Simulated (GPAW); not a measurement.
# Polarising NbGe2P4 monolayer with a field along the normal

The dipole of the cell at several fields, atoms fixed. What does the strongest field give, and what length does the slope stand for?

How it was computed: GPAW 26.7.0, plane waves (400 eV), PAW setups, PBE, 9×9 mesh, a dipole layer in the vacuum; geometry relaxed without an applied field with GPAW. The cell's area is 11.34 Å², and e/ε0 = 180.95 V Å.

What came out, but for one run:

```tsv
field (V/Å)	dipole (e Å)
−0.2	−0.1479
−0.1	−0.0739
−0.05	−0.0370
0.05	0.0370
0.1	0.0739
0.2	0.1479
0.3	?
```

Q: What is the dipole at 0.3 V/Å?

A: A line through the 6 points has the slope α = 0.739 e Å per V/Å and the intercept p₀ = 0.0000 e Å (r.m.s. residual 3.1e−05). At 0.3 V/Å it gives p = 0.0000 + 0.739 × 0.3 = 0.2218 e Å; the run gives 0.2218 e Å, so the response stays linear to 0.0 % of the induced part. Dividing by ε0 and the area: α/(ε0 A) = 0.739 × 180.95 / 11.34 = 11.80 Å, against 9.73 Å between the outer nuclei.

Caveats: This is the electronic response alone; ions that move would add to it in polar layers. Spin-polarised runs started from parallel moments; another order may lie lower.

[Logs are printed without paths, hosts, clocks, repeated set-up lines and the standing remarks that a program may print on its own settings, such as how far it seeks lower states.]
